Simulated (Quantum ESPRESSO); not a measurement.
## HfO2 (Fm-3m): zone-centre phonons

Which modes does HfO2 (Fm-3m) have at the zone centre?

Main program and level: Quantum ESPRESSO 7.5; DFT LDA, scalar-relativistic, plane waves, PseudoDojo norm-conserving pseudopotentials.

### 1. Set-up

Symmetry: Fm-3m, No. 225, cubic system. Conventional cell: a = 5.115 Å, b = 5.115 Å, c = 5.115 Å, α = 90.00°, β = 90.00°, γ = 90.00°. Nearest to Hf lie 8 O at 2.21 Å. Nearest to O lie 4 Hf at 2.21 Å. Farther neighbours and most contacts between anions are not listed.

### 2. A probe with smearing

Before anything dear is run, a loose run with smearing shows whether this is a metal and how far the cell is from rest.

probe.in reads:

```
&control
   calculation = 'scf'
   prefix = 'x'
   outdir = './tmp'
   pseudo_dir = './pseudo'
   tprnfor = .true.
   tstress = .true.
   verbosity = 'high'
/
&system
   ibrav = 0
   nat = 3
   ntyp = 2
   ecutwfc = 92.0
   occupations = 'smearing'
   smearing = 'gaussian'
   degauss = 0.01
/
&electrons
   conv_thr = 1.0d-07
   mixing_beta = 0.7
   electron_maxstep = 100
/
ATOMIC_SPECIES
 Hf    178.4900  Hf.upf
 O      15.9990  O.upf
CELL_PARAMETERS angstrom
    -2.557500000    0.000000000    2.557500000
     0.000000000    2.557500000    2.557500000
    -2.557500000    2.557500000    0.000000000
ATOMIC_POSITIONS crystal
 Hf     0.000000000   0.000000000   0.000000000
 O      0.750000000   0.750000000   0.750000000
 O      0.250000000   0.250000000   0.250000000
K_POINTS automatic
 6 6 6 0 0 0
```

The run is started by

```
$ OMP_NUM_THREADS=1 mpirun -n 4 pw.x -nk 4 -in probe.in > probe.out
```

What it wrote:

```text
[banners, grids, parts of the stress and lines that vanish by symmetry left out]
Program PWSCF v.7.5
     Message from routine setup:
     using ibrav=0 with symmetry is DISCOURAGED, use correct ibrav instead
[...]
kinetic-energy cutoff     =      92.0000  Ry
     charge density cutoff     =     368.0000  Ry
     scf convergence threshold =      1.0E-07
[...]
Exchange-correlation= SLA  PW   NOGX NOGC
                           (   1   4   0   0   0   0   0)
[...]
48 Sym. Ops., with inversion, found
[...]
(     0          1          0      )
                  (     0          0          1      )
[...]
(  0.0000000  1.0000000  0.0000000 )
                  ( -0.0000000 -0.0000000  1.0000000 )
[...]
(     1          0         -1      )
                  (     0          0         -1      )
[...]
(     0          1         -1      )
                  (     0          1          0      )
[...]
( -1.0000000  0.0000000  0.0000000 )
                  (  0.0000000  1.0000000 -0.0000000 )
[...]
number of k points=    16  Gaussian smearing, width (Ry)=  0.0100
[...]
End of self-consistent calculation
[...]
the Fermi energy is    13.6936 ev
!    total energy              =    -179.40504946 Ry
[...]
convergence has been achieved in  11 iterations
[...]
atom    1 type  1   force =     0.00000000    0.00000000    0.00000000
     atom    2 type  2   force =     0.00000000    0.00000000    0.00000000
     atom    3 type  2   force =    -0.00000000   -0.00000000   -0.00000000
[...]
Total force =     0.000000     Total SCF correction =     0.000000
[...]
total   stress  (Ry/bohr**3)                   (kbar)     P=     -220.39
[...]
XML data file, charge density, pseudopotentials, collected wavefunctions

   JOB DONE.
```

Run time: 6.5 s. Hardware: 4 MPI ranks of Arm Neoverse V1, shared host.

Numbers from this step:

| Item | Value |
| --- | --- |
| volume per atom | 11.15 Å³ |
| pressure | -22.04 GPa |
| gap on the k-mesh | 3.559 eV |

A gap of 3.6 eV opens on this mesh, so the crystal is taken as an insulator; the start stands at -22 GPa.

### 3. Relaxation

The relaxation runs at a cutoff a fifth above that of the response, since stress converges more slowly with the basis than frequencies do. Forces and stress are brought to rest with tight thresholds.

relax.in reads:

```
&control
   calculation = 'vc-relax'
   prefix = 'x'
   outdir = './tmp'
   pseudo_dir = './pseudo'
   tprnfor = .true.
   tstress = .true.
   forc_conv_thr = 2.0d-05
   etot_conv_thr = 1.0d-07
   nstep = 40
/
&system
   ibrav = 0
   nat = 3
   ntyp = 2
   ecutwfc = 110
   occupations = 'fixed'
   nbnd = 14
/
&electrons
   conv_thr = 1.0d-11
   mixing_beta = 0.7
   electron_maxstep = 100
/
&ions
/
&cell
   press_conv_thr = 0.2
/
ATOMIC_SPECIES
 Hf    178.4900  Hf.upf
 O      15.9990  O.upf
CELL_PARAMETERS angstrom
    -2.557500000    0.000000000    2.557500000
     0.000000000    2.557500000    2.557500000
    -2.557500000    2.557500000    0.000000000
ATOMIC_POSITIONS crystal
 Hf     0.000000000   0.000000000   0.000000000
 O      0.750000000   0.750000000   0.750000000
 O      0.250000000   0.250000000   0.250000000
K_POINTS automatic
 8 8 8 0 0 0
```

The run is started by

```
$ OMP_NUM_THREADS=1 mpirun -n 4 pw.x -nk 4 -in relax.in > relax.out
```

What it wrote:

```text
[banners, grids, parts of the stress and lines that vanish by symmetry left out]
[banner, memory and clock lines left out]
Program PWSCF v.7.5

[...]
kinetic-energy cutoff     =     110.0000  Ry
     charge density cutoff     =     440.0000  Ry
     scf convergence threshold =      1.0E-11
[...]
energy convergence thresh.=      1.0E-07
     force convergence thresh. =      2.0E-05
     press convergence thresh. =      2.0E-01
     Exchange-correlation= SLA  PW   NOGX NOGC
                           (   1   4   0   0   0   0   0)
[...]
48 Sym. Ops., with inversion, found
[...]
number of k points=    29
[...]
End of self-consistent calculation
[...]
highest occupied, lowest unoccupied level (ev):    11.5133   15.0736
!    total energy              =    -179.40507603 Ry
[...]
convergence has been achieved in  22 iterations
[...]
atom    1 type  1   force =     0.00000000    0.00000000    0.00000000
     atom    2 type  2   force =     0.00000000   -0.00000000   -0.00000000
     atom    3 type  2   force =    -0.00000000   -0.00000000    0.00000000
     Total force =     0.000000     Total SCF correction =     0.000000
[...]
total   stress  (Ry/bohr**3)                   (kbar)     P=     -220.16
[...]
number of bfgs steps    =   0
[...]
CELL_PARAMETERS (angstrom)
[...]
ATOMIC_POSITIONS (crystal)
Hf               0.0000000000        0.0000000000        0.0000000000
O                0.7500000000        0.7500000000        0.7500000000
O                0.2500000000        0.2500000000        0.2500000000
[...]
New effective cutoffs (rho, wfc):  474.27  118.71
[...]
End of self-consistent calculation
[...]
highest occupied, lowest unoccupied level (ev):    13.4634   17.3201
!    total energy              =    -179.41992450 Ry
[...]
convergence has been achieved in  10 iterations
[...]
atom    1 type  1   force =     0.00000000    0.00000000    0.00000000
     atom    2 type  2   force =     0.00000000   -0.00000000   -0.00000000
     atom    3 type  2   force =    -0.00000000    0.00000000    0.00000000
     Total force =     0.000000     Total SCF correction =     0.000000
[...]
total   stress  (Ry/bohr**3)                   (kbar)     P=       71.11
[...]
number of bfgs steps    =   1
[...]
CELL_PARAMETERS (angstrom)
[...]
ATOMIC_POSITIONS (crystal)
Hf               0.0000000000        0.0000000000        0.0000000000
[...]
New effective cutoffs (rho, wfc):  465.89  116.61
[...]
End of self-consistent calculation
[...]
highest occupied, lowest unoccupied level (ev):    12.9894   16.7772
!    total energy              =    -179.42101348 Ry
[...]
convergence has been achieved in  10 iterations
[...]
atom    1 type  1   force =    -0.00000000    0.00000000    0.00000000
     atom    2 type  2   force =     0.00000000   -0.00000000   -0.00000000
     atom    3 type  2   force =    -0.00000000    0.00000000   -0.00000000
     Total force =     0.000000     Total SCF correction =     0.000000
[...]
total   stress  (Ry/bohr**3)                   (kbar)     P=      -10.51
[...]
number of bfgs steps    =   2
[...]
CELL_PARAMETERS (angstrom)
[...]
ATOMIC_POSITIONS (crystal)
[...]
New effective cutoffs (rho, wfc):  466.97  116.88
[...]
End of self-consistent calculation
[...]
highest occupied, lowest unoccupied level (ev):    13.0505   16.8473
!    total energy              =    -179.42104021 Ry
[...]
convergence has been achieved in   8 iterations
[...]
atom    1 type  1   force =     0.00000000    0.00000000   -0.00000000
     atom    2 type  2   force =     0.00000000    0.00000000    0.00000000
     atom    3 type  2   force =     0.00000000    0.00000000   -0.00000000
     Total force =     0.000000     Total SCF correction =     0.000000
[...]
total   stress  (Ry/bohr**3)                   (kbar)     P=       -0.39
[...]
number of bfgs steps    =   3
[...]
CELL_PARAMETERS (angstrom)
[...]
ATOMIC_POSITIONS (crystal)
[...]
New effective cutoffs (rho, wfc):  467.02  116.89
[...]
End of self-consistent calculation
[...]
highest occupied, lowest unoccupied level (ev):    13.0529   16.8500
!    total energy              =    -179.42104024 Ry
[...]
convergence has been achieved in   6 iterations
[...]
atom    1 type  1   force =    -0.00000000    0.00000000   -0.00000000
     atom    2 type  2   force =     0.00000000   -0.00000000    0.00000000
     atom    3 type  2   force =    -0.00000000   -0.00000000    0.00000000
     Total force =     0.000000     Total SCF correction =     0.000000
[...]
total   stress  (Ry/bohr**3)                   (kbar)     P=        0.00
[...]
bfgs converged in   5 scf cycles and   4 bfgs steps
[...]
End of BFGS Geometry Optimization
     Final enthalpy           =    -179.4210402441 Ry
     File ./tmp/x.bfgs deleted, as requested
[...]
CELL_PARAMETERS (angstrom)
[...]
ATOMIC_POSITIONS (crystal)
[...]
O                0.7500000000        0.7500000000        0.7500000000
O                0.2500000000        0.2500000000        0.2500000000
[...]
Final scf calculation at the relaxed structure.
[...]
kinetic-energy cutoff     =     110.0000  Ry
     charge density cutoff     =     440.0000  Ry
     scf convergence threshold =      1.0E-13
[...]
press convergence thresh. =      2.0E-01
     Exchange-correlation= SLA  PW   NOGX NOGC
                           (   1   4   0   0   0   0   0)
[...]
48 Sym. Ops., with inversion, found
[...]
number of k points=    29
[...]
End of self-consistent calculation
[...]
highest occupied, lowest unoccupied level (ev):    13.0529   16.8500
!    total energy              =    -179.42103545 Ry
[...]
convergence has been achieved in  17 iterations
[...]
atom    1 type  1   force =     0.00000000    0.00000000    0.00000000
     atom    2 type  2   force =     0.00000000   -0.00000000    0.00000000
     atom    3 type  2   force =    -0.00000000   -0.00000000   -0.00000000
     Total force =     0.000000     Total SCF correction =     0.000000
[...]
total   stress  (Ry/bohr**3)                   (kbar)     P=        0.02
[...]
XML data file, charge density, pseudopotentials, collected wavefunctions
```

Wall time 78 s (4 MPI ranks).

The steps of the relaxation:

```
step  energy less that of the first step (eV)  largest force (eV/Å)  pressure (GPa)  volume (Å³)
   1                                   0.0000                0.0000          -22.02        33.46
   2                                  -0.2020                0.0000            7.11        29.84
   3                                  -0.2168                0.0000           -1.05        30.65
   4                                  -0.2172                0.0000           -0.04        30.54
   5                                  -0.2172                0.0000            0.00        30.54
   6                                  -0.2171                0.0000            0.00        30.54
```

| conventional cell, symmetrised | before | after | change |
| --- | --- | --- | --- |
| a (Å) | 5.115 | 4.962 | -3.0 % |
| b (Å) | 5.115 | 4.962 | -3.0 % |
| c (Å) | 5.115 | 4.962 | -3.0 % |
| volume (Å³/atom) | 11.15 | 10.18 | -8.7 % |

The relaxed structure:

```
Hf O
1.0
    -2.48086    0.00000    2.48086
     0.00000    2.48086    2.48086
    -2.48086    2.48086    0.00000
Hf O
1 2
Direct
  0.00000 0.00000 0.00000
  0.75000 0.75000 0.75000
  0.25000 0.25000 0.25000
```

The last row of the table of steps is pw.x's closing run on a basis chosen anew for the final cell, so its energy can jump.

This step gave:

```
volume per atom   : 10.18 Å³
pressure          : 0.002 GPa
gap on the k-mesh : 3.797 eV
```

The volume changes by -8.7 % from the cell with which this run began.

### 4. Ground state

The response is built on this ground state, so it is converged far tighter than an energy would need. With a gap, occupations are fixed, which also allows the response to an electric field.

scf.in reads:

```
&control
   calculation = 'scf'
   prefix = 'x'
   outdir = './tmp'
   pseudo_dir = './pseudo'
   tprnfor = .true.
   tstress = .true.
/
&system
   ibrav = 0
   nat = 3
   ntyp = 2
   ecutwfc = 92.0
   occupations = 'fixed'
   nbnd = 14
/
&electrons
   conv_thr = 1.0d-12
   mixing_beta = 0.7
   electron_maxstep = 100
/
ATOMIC_SPECIES
 Hf    178.4900  Hf.upf
 O      15.9990  O.upf
CELL_PARAMETERS angstrom
    -2.480857449    0.000000000    2.480857449
     0.000000000    2.480857449    2.480857449
    -2.480857449    2.480857449    0.000000000
ATOMIC_POSITIONS crystal
 Hf     0.000000000   0.000000000   0.000000000
 O      0.750000000   0.750000000   0.750000000
 O      0.250000000   0.250000000   0.250000000
K_POINTS automatic
 8 8 8 0 0 0
```

The run is started by

```
$ OMP_NUM_THREADS=1 mpirun -n 4 pw.x -nk 4 -in scf.in > scf.out
```

What it wrote:

```text
[banners, grids, parts of the stress and lines that vanish by symmetry left out]
[banner, memory and clock lines left out]
Program PWSCF v.7.5

[...]
kinetic-energy cutoff     =      92.0000  Ry
     charge density cutoff     =     368.0000  Ry
     scf convergence threshold =      1.0E-12
[...]
Exchange-correlation= SLA  PW   NOGX NOGC
                           (   1   4   0   0   0   0   0)
[...]
48 Sym. Ops., with inversion, found
[...]
number of k points=    29
[...]
End of self-consistent calculation
[...]
highest occupied, lowest unoccupied level (ev):    13.0529   16.8501
!    total energy              =    -179.42100938 Ry
[...]
convergence has been achieved in  20 iterations
[...]
atom    1 type  1   force =     0.00000000    0.00000000    0.00000000
     atom    2 type  2   force =     0.00000000   -0.00000000    0.00000000
     atom    3 type  2   force =    -0.00000000    0.00000000   -0.00000000
     Total force =     0.000000     Total SCF correction =     0.000000
[...]
total   stress  (Ry/bohr**3)                   (kbar)     P=       -0.02
[...]
XML data file, charge density, pseudopotentials, collected wavefunctions
```

Wall time 19 s (4 MPI ranks); 75 s of CPU time.

This step gave:

```yaml
pressure: -0.002 GPa
```

The cell stands at -0.002 GPa, close enough for phonons.

[end of part 1 of 2]

[Host names and launcher messages were left out of these logs when they were recorded.]

[Logs are printed without paths, hosts, clocks, repeated set-up lines and the standing remarks that a program may print on its own settings, such as how far it seeks lower states.]

[Hosts, paths, dates, database ids (printed as entryN), source tags and the programs' standing remarks are cut or masked in the printed files.]
